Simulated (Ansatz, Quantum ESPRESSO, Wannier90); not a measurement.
# Ballistic channels from Wannier functions: straight Ir chain, spacing 2.30 Å, part 4 of 6

How many channels does the wire offer, and does a small Wannier basis get them right? The wire: straight Ir chain, spacing 2.30 Å.

Quantum ESPRESSO 7.5 and Wannier90 3.1.0; plane-wave DFT, PBE, GBRV ultrasoft pseudopotentials; cross-check by Ansatz 0.2.0 with PAW datasets.

So far. Step 2 (Self-consistent run): The run needed 12 iterations to bring the estimated error under 1e-07 Ry. Step 6 (Wannier functions and transport, with dis_win_max − E_F …): The outer window must hold at least num_wann states at every k: widen it, with enough bands computed to fill it.

## Step 9: Localisation, bands and conductance

Level of this step: maximally localised Wannier functions and ballistic conductance; plane-wave DFT, PBE, GBRV ultrasoft pseudopotentials (Wannier90).

After disentangling and localising, transport_mode = bulk builds principal layers from hoppings within dist_cutoff and counts open channels.

Input file wan.win:

```
num_wann = 9
num_bands = 36
num_iter = 200
num_print_cycles = 20
conv_tol = 1e-8
conv_window = 5
guiding_centres = true
dis_num_iter = 1500
dis_conv_tol = 1e-8
dis_win_min = -13.9515
dis_win_max = 17.0485
dis_froz_max = -1.4515
search_shells = 120
fermi_energy = -2.9515

transport = true
transport_mode = bulk
one_dim_axis = z
dist_cutoff = 18.3
dist_cutoff_mode = one_dim
tran_win_min = -4.0
tran_win_max = 2.0
tran_energy_step = 0.02

bands_plot = true
bands_num_points = 96
begin kpoint_path
G 0.0 0.0 0.0 Z 0.0 0.0 0.5
end kpoint_path

begin projections
Ir:s;p;d
end projections

begin unit_cell_cart
ang
  8.0000000000 0.0000000000 0.0000000000
  0.0000000000 8.0000000000 0.0000000000
  0.0000000000 0.0000000000 2.3000000000
end unit_cell_cart

begin atoms_frac
  Ir 0.0000000000 0.0000000000 0.0000000000
end atoms_frac

mp_grid = 1 1 16
begin kpoints
  0.0 0.0 0.0000000000
  0.0 0.0 0.0625000000
  0.0 0.0 0.1250000000
  0.0 0.0 0.1875000000
  0.0 0.0 0.2500000000
  0.0 0.0 0.3125000000
  0.0 0.0 0.3750000000
  0.0 0.0 0.4375000000
  0.0 0.0 0.5000000000
  0.0 0.0 0.5625000000
  0.0 0.0 0.6250000000
  0.0 0.0 0.6875000000
  0.0 0.0 0.7500000000
  0.0 0.0 0.8125000000
  0.0 0.0 0.8750000000
  0.0 0.0 0.9375000000
end kpoints
```

Started as:

```
$ OMP_NUM_THREADS=1 wannier90.x wan > wan.run.log
```

The log of the run:

```text
[banner, memory and clock lines left out]
+---------------------------------------------------+
             |                                                   |
             |                   WANNIER90                       |
             |                                                   |
             +---------------------------------------------------+
             |                                                   |
             |        Welcome to the Maximally-Localized         |
             |        Generalized Wannier Functions code         |
             |                             |
             |                                                   |
             |                                                   |
             |  Wannier90 Developer Group:                       |
             |    Giovanni Pizzi    (EPFL)                       |
             |    Valerio Vitale    (Cambridge)                  |
             |    David Vanderbilt  (Rutgers University)         |
             |    Nicola Marzari    (EPFL)                       |
             |    Ivo Souza         (Universidad del Pais Vasco) |
             |    Arash A. Mostofi  (Imperial College London)    |
             |    Jonathan R. Yates (University of Oxford)       |
             |                                                   |
             |  For the full list of Wannier90 3.x authors,      |
             |  please check the code documentation and the      |
             |  README on the GitHub page of the code            |
             |                                                   |
             |                                                   |
             |                                                   |
             |  [ref] "Wannier90 as a community code:            |
             |        new features and applications",            |
             |        165902 (2020).                             |
             |            |
             |                                                   |
             |  in any publications arising from the use of      |
             |                                                   |
             |  [ref] "Maximally Localized Generalised Wannier   |
             |         Functions for Composite Energy Bands"     |
             |         N. Marzari and D. Vanderbilt              |
             |         Phys. Rev. B 56 12847 (1997)              |
             |                                                   |
             |  [ref] "Maximally Localized Wannier Functions     |
             |         for Entangled Energy Bands"               |
             |         I. Souza, N. Marzari and D. Vanderbilt    |
             |         Phys. Rev. B 65 035109 (2001)             |
             |                                                   |
             |                                                   |
             | Copyright (c) 1996-2020                           |
             |        The Wannier90 Developer Group and          |
             |        individual contributors                    |
             |                                                   |
             |      Release: 3.1.0        5th March    2020      |
             |                                                   |
             | This program is free software; you can            |
             | redistribute it and/or modify it under the terms  |
             | of the GNU General Public License as published by |
             | the Free Software Foundation; either version 2 of |
             | the License, or (at your option) any later version|
             |                                                   |
             | This program is distributed in the hope that it   |
             | will be useful, but WITHOUT ANY WARRANTY; without |
             | even the implied warranty of MERCHANTABILITY or   |
             | FITNESS FOR A PARTICULAR PURPOSE. See the GNU     |
             | General Public License for more details.          |
             |                                                   |
             | You should have received a copy of the GNU General|
             | Public License along with this program; if not,   |
             | write to the Free Software Foundation, Inc.,      |
             | 675 Mass Ave, Cambridge, MA 02139, USA.           |
             |                                                   |
             +---------------------------------------------------+
             +---------------------------------------------------+

 ******************************************************************************
 * -> Using CODATA 2006 constant values                                       *
 *    (                      *
 * -> Using Bohr value from CODATA                                            *
 ******************************************************************************

 Running in serial (with parallel executable)

                                    ------
                                    SYSTEM
                                    ------

                              Lattice Vectors (Ang)
                    a_1     8.000000   0.000000   0.000000
                    a_2     0.000000   8.000000   0.000000
                    a_3     0.000000   0.000000   2.300000

                   Unit Cell Volume:     147.20000  (Ang^3)

                        Reciprocal-Space Vectors (Ang^-1)
                    b_1     0.785398   0.000000   0.000000
                    b_2     0.000000   0.785398   0.000000
                    b_3     0.000000   0.000000   2.731820

 *----------------------------------------------------------------------------*
 |   Site       Fractional Coordinate          Cartesian Coordinate (Ang)     |
 +----------------------------------------------------------------------------+
 | Ir   1   0.00000   0.00000   0.00000   |    0.00000   0.00000   0.00000    |
 *----------------------------------------------------------------------------*
                                ------------
                                K-POINT GRID
                                ------------

             Grid size =  1 x  1 x 16      Total points =   16

 *---------------------------------- MAIN ------------------------------------*
 |  Number of Wannier Functions               :                 9             |
 |  Number of Objective Wannier Functions     :                 9             |
 |  Number of input Bloch states              :                36             |
 |  Output verbosity (1=low, 5=high)          :                 1             |
[...]
Sum of centres and spreads ( -0.000342,  0.002850, -1.150047 )    11.41575118

     40    -0.506E-03     0.0719516138       11.4157511828       1.13  <-- CONV
        O_D=      0.0000838 O_OD=      3.2112400 O_TOT=     11.4157512 <-- SPRD
 Delta: O_D= -0.3252544E-04 O_OD= -0.4734879E-03 O_TOT= -0.5060134E-03 <-- DLTA
 Cycle:     60
[...]
Sum of centres and spreads ( -0.001685,  0.014025, -1.149990 )    11.41232315

     60    -0.162E-03     0.0320579200       11.4123231471       1.15  <-- CONV
        O_D=      0.0000586 O_OD=      3.2078372 O_TOT=     11.4123231 <-- SPRD
 Delta: O_D=  0.3490656E-04 O_OD= -0.1967569E-03 O_TOT= -0.1618503E-03 <-- DLTA
 Cycle:     80
[...]
Sum of centres and spreads ( -0.017216,  0.130574, -1.150038 )    11.37801451

     80    -0.772E-02     0.2590751222       11.3780145113       1.17  <-- CONV
        O_D=      0.0022075 O_OD=      3.1713797 O_TOT=     11.3780145 <-- SPRD
 Delta: O_D=  0.1164325E-02 O_OD= -0.8882518E-02 O_TOT= -0.7718193E-02 <-- DLTA
 Cycle:    100
[...]
Sum of centres and spreads ( -0.094510,  0.158804, -1.150039 )    10.95834091

    100    -0.149E-01     0.3570972785       10.9583409127       1.18  <-- CONV
        O_D=      0.0087004 O_OD=      2.7452132 O_TOT=     10.9583409 <-- SPRD
 Delta: O_D=  0.2729033E-02 O_OD= -0.1765085E-01 O_TOT= -0.1492182E-01 <-- DLTA

 Writing checkpoint file wan.chk... done

 Cycle:    120
[...]
Sum of centres and spreads ( -0.203598,  0.042032, -1.149876 )    10.58574743

    120    -0.286E-01     0.4763347019       10.5857474278       1.20  <-- CONV
        O_D=      0.0079660 O_OD=      2.3733541 O_TOT=     10.5857474 <-- SPRD
 Delta: O_D=  0.4408817E-02 O_OD= -0.3299417E-01 O_TOT= -0.2858535E-01 <-- DLTA
 Cycle:    140
[...]
Sum of centres and spreads ( -0.104640,  0.016605, -1.150014 )    10.24176337

    140    -0.117E-01     0.3163171409       10.2417633668       1.22  <-- CONV
        O_D=      0.0056443 O_OD=      2.0316917 O_TOT=     10.2417634 <-- SPRD
 Delta: O_D=  0.1537950E-02 O_OD= -0.1325963E-01 O_TOT= -0.1172168E-01 <-- DLTA
 Cycle:    160
[...]
Sum of centres and spreads ( -0.041477,  0.006220, -1.150006 )    10.13216433

    160    -0.216E-02     0.1340470296       10.1321643335       1.24  <-- CONV
        O_D=      0.0048997 O_OD=      1.9228373 O_TOT=     10.1321643 <-- SPRD
 Delta: O_D=  0.4221276E-03 O_OD= -0.2580358E-02 O_TOT= -0.2158230E-02 <-- DLTA
 Cycle:    180
[...]
Sum of centres and spreads ( -0.016827,  0.003266, -1.149991 )    10.10503152

    180    -0.677E-03     0.0782554372       10.1050315246       1.26  <-- CONV
        O_D=      0.0046568 O_OD=      1.8959474 O_TOT=     10.1050315 <-- SPRD
 Delta: O_D=  0.8670247E-04 O_OD= -0.7639773E-03 O_TOT= -0.6772749E-03 <-- DLTA
 Cycle:    200
[...]
Sum of centres and spreads ( -0.009498,  0.002322, -1.150001 )    10.09837879

    200    -0.230E-03     0.0444697701       10.0983787907       1.28  <-- CONV
        O_D=      0.0045850 O_OD=      1.8893664 O_TOT=     10.0983788 <-- SPRD
 Delta: O_D=  0.3921399E-04 O_OD= -0.2690506E-03 O_TOT= -0.2298367E-03 <-- DLTA

 Writing checkpoint file wan.chk... done

 Final State
[...]
WF centre and spread    2  (  0.001070, -0.000990, -1.149974 )     1.59516492
  WF centre and spread    3  ( -0.861425, -0.021997, -0.000011 )     1.42314382
  WF centre and spread    4  (  0.040218,  0.842545, -0.000012 )     1.40025073
  WF centre and spread    5  (  0.083696, -0.835187, -0.000027 )     1.39870149
  WF centre and spread    6  ( -0.000535, -0.000001,  0.000010 )     0.91031891
  WF centre and spread    7  ( -0.000002,  0.000263,  0.000022 )     0.91030350
  WF centre and spread    8  (  0.820623,  0.017704, -0.000006 )     1.38835354
  WF centre and spread    9  ( -0.093144, -0.000015, -0.000001 )     0.96618172
  Sum of centres and spreads ( -0.009498,  0.002322, -1.150001 )    10.09837879

         Spreads (Ang^2)       Omega I      =     8.204427359
        ================       Omega D      =     0.004584990
                               Omega OD     =     1.889366441
    Final Spread (Ang^2)       Omega Total  =    10.098378791
 Time for wannierise            0.190 (sec)

 Writing checkpoint file wan.chk... done

 *---------------------------------------------------------------------------*
 |                               PLOTTING                                    |
 *---------------------------------------------------------------------------*

 Translated centres
    translation centre in fractional coordinate:  0.000000  0.000000  0.000000
  WF centre     1  (  0.000002,  0.000000, -0.000002 )
  WF centre     2  (  0.001070, -0.000990, -1.149974 )
  WF centre     3  ( -0.861425, -0.021997, -0.000011 )
  WF centre     4  (  0.040218,  0.842545, -0.000012 )
  WF centre     5  (  0.083696, -0.835187, -0.000027 )
  WF centre     6  ( -0.000535, -0.000001,  0.000010 )
  WF centre     7  ( -0.000002,  0.000263,  0.000022 )
  WF centre     8  (  0.820623,  0.017704, -0.000006 )
  WF centre     9  ( -0.093144, -0.000015, -0.000001 )

 Calculating interpolated band-structure

 Time to calculate interpolated band structure       0.009 (sec)

 Time for plotting              0.013 (sec)

 *---------------------------------------------------------------------------*
 |                              TRANSPORT                                    |
 *---------------------------------------------------------------------------*

 Calculation of Quantum Conductance and DoS: bulk mode

 Maximum imaginary part of the real-space Hamiltonian:     0.002923

     Maximum real part of the real-space Hamiltonian at each lattice point
            Lattice point R           Max |H_ij(R)|
                  -9                     0.000000
                  -8                     0.000302
                  -7                     0.004470
                  -6                     0.004976
                  -5                     0.005933
                  -4                     0.027604
                  -3                     0.106758
                  -2                     0.375315
                  -1                     3.045406
                   0                     8.868503
                   1                     3.045406
                   2                     0.375315
                   3                     0.106758
                   4                     0.027604
                   5                     0.005933
                   6                     0.004976
                   7                     0.004470
                   8                     0.000302
                   9                     0.000000

 Number of unit cells inside the principal layer:     8
 Number of Wannier Functions inside the principal layer:    72

 Calculating quantum conductance and density of states... done

 Time for transport             6.909 (sec)
 Total Execution Time           8.297 (sec)

 *===========================================================================*
 |                             TIMING INFORMATION                            |
 *===========================================================================*
 |    Tag                                                Ncalls      Time (s)|
 |---------------------------------------------------------------------------|
 |kmesh: get                                        :         1         0.014|
 |overlap: allocate                                 :         1         0.000|
 |overlap: read                                     :         1         0.069|
 |dis: main                                         :         1         1.097|
 |wann: main                                        :         1         0.190|
 |plot: main                                        :         1         0.013|
 |tran: main                                        :         1         6.909|
 *---------------------------------------------------------------------------*

 All done: wannier90 exiting
[key lines of the parts left out:]
|  Fermi energy (eV)                         :            -2.951             |
```

Run time: 8.7 s. Hardware: 1 MPI rank of Arm Neoverse V2, shared host; peak memory 0.09 GiB.

Numbers from this step:

- lead channels at the Fermi level, one spin: 6.000
- total spread: 10.10 Å²
- gauge-invariant spread: 8.204 Å²
- largest misfit to plane-wave levels between mesh points, inside the frozen window: 0.005541 eV

Per spin. Quantum conductance of the perfect wire, open channels against energy, zero at the Fermi level:

energy (eV), quantum conductance of the perfect wire, open channels and a bar from the least value:
```
   -4.000       3.00 
   -3.800       3.00 
   -3.600       3.00 
   -3.400       3.00 
   -3.200       3.00 
   -3.000       3.00 
   -2.800       3.00 
   -2.600       3.00 
   -2.400       3.00 
   -2.200       3.00 
   -2.000       3.00 
   -1.800       4.00 ##########
   -1.600       4.00 ##########
   -1.400       6.00 ##############################
   -1.200       6.00 ##############################
   -1.020       6.00 ##############################
   -0.800       6.00 ##############################
   -0.600       6.00 ##############################
   -0.400       6.00 ##############################
   -0.200       6.00 ##############################
    0.000       6.00 ##############################
    0.200       4.00 ##########
    0.400       4.00 ##########
    0.600       4.00 ##########
    0.800       4.00 ##########
    1.000       3.00 
    1.200       3.00 
    1.400       3.00 
    1.600       3.00 
    1.800       3.00 
    2.000       3.00
```

Wannier functions:

| no. | x (Å) | y (Å) | z (Å) | spread (Å²) |
| --- | --- | --- | --- | --- |
| 1 | 2.00e-6 | 0 | -2.00e-6 | 0.106 |
| 2 | 0.00107 | -9.90e-4 | -1.15 | 1.595 |
| 3 | -0.8614 | -0.022 | -1.10e-5 | 1.423 |
| 4 | 0.04022 | 0.8425 | -1.20e-5 | 1.4 |
| 5 | 0.0837 | -0.8352 | -2.70e-5 | 1.399 |
| 6 | -5.35e-4 | -1.00e-6 | 1.00e-5 | 0.9103 |
| 7 | -2.00e-6 | 2.63e-4 | 2.20e-5 | 0.9103 |
| 8 | 0.8206 | 0.0177 | -6.00e-6 | 1.388 |
| 9 | -0.09314 | -1.50e-5 | -1.00e-6 | 0.9662 |

Electronic bands along the path, in eV, zero at the Fermi level; # counts the bands kept:

| point | #1 | #2 | #3 | #4 | #5 | #6 | #7 | #8 |
| --- | --- | --- | --- | --- | --- | --- | --- | --- |
| Γ | -6.97 | -1.92 | -1.42 | -1.42 | 2.08 | 2.08 | 3.85 | 3.85 |
| halfway | -2.27 | -2.00 | -2.00 | -0.74 | -0.73 | -0.58 | 7.68 | 7.68 |
| Z | -4.21 | -4.21 | 0.06 | 0.06 | 0.98 | 5.82 | 10.90 | 10.90 |

The electronic bands as a text plot (rows in eV, shown from -7.0 to 8.0 only):

```
    7.7 |                          ****
    7.1 |                      ****
    6.4 |                  ****
    5.8 |              ****                                  ****
    5.2 |          ****                                   ***
    4.6 |     *****                                    ***
    3.9 |*****                                        *
    3.3 |                                          ***
    2.7 |                                         *
    2.1 |****                                   **
    1.5 |    *****                            **
    0.8 |         ****                      **        ***********
    0.2 |             ***                ***   ******************
   -0.4 |                ****       ******************
   -1.0 |        ********************   ***
   -1.7 |******************      **** **
   -2.3 |                           *****
   -2.9 |                         **     ******
   -3.5 |                      ***             *******
   -4.2 |                    **                       ***********
   -4.8 |                 ***
   -5.4 |              ***
   -6.0 |          ****
   -6.7 |**********
         Γ                                                      Z
```

Bands and channels are those of the Wannier model: bands that were not projected, and all outside the frozen window, are missing or only approximate.

## Step 10: Neighbour list from wannier90 -pp, with dist_cutoff = 2.76

A sensitivity test on the input.

wan_w.win is the input of step 9 with these lines changed:

```diff
@@ -18,3 +18,3 @@
 one_dim_axis = z
-dist_cutoff = 18.3
+dist_cutoff = 2.76
 dist_cutoff_mode = one_dim
```

Started as:

```
$ OMP_NUM_THREADS=1 wannier90.x -pp wan_w > wan_w.pp.log
```

It took 0.45 s on 1 MPI rank; peak memory 0.09 GiB.

## Step 11: Overlaps and projections

The follow-up step for that run.

Input file wan_w.p2w.in:

```
&inputpp
  prefix = 'nscf'
  outdir = './out'
  seedname = 'wan_w'
  write_mmn = .true.
  write_amn = .true.
  write_unk = .false.
/
```

Started as:

```
$ OMP_NUM_THREADS=1 mpirun -n 4 pw2wannier90.x -in wan_w.p2w.in > wan_w.p2w.out
```

It took 2.7 s on 4 MPI ranks; peak memory 0.17 GiB.

(Continued in part 5 of 6.)

[Logs are printed without paths, hosts, clocks, repeated set-up lines and the standing remarks that a program may print on its own settings, such as how far it seeks lower states.]

[Hosts, paths, dates, database ids (printed as entryN), source tags and the programs' standing remarks are cut or masked in the printed files.]

[Maps of the electrostatic potential energy from Ansatz leave out the sawtooth potential of an applied field or a dipole correction, so their vacuum need not be flat; planar profiles and work functions include it.]
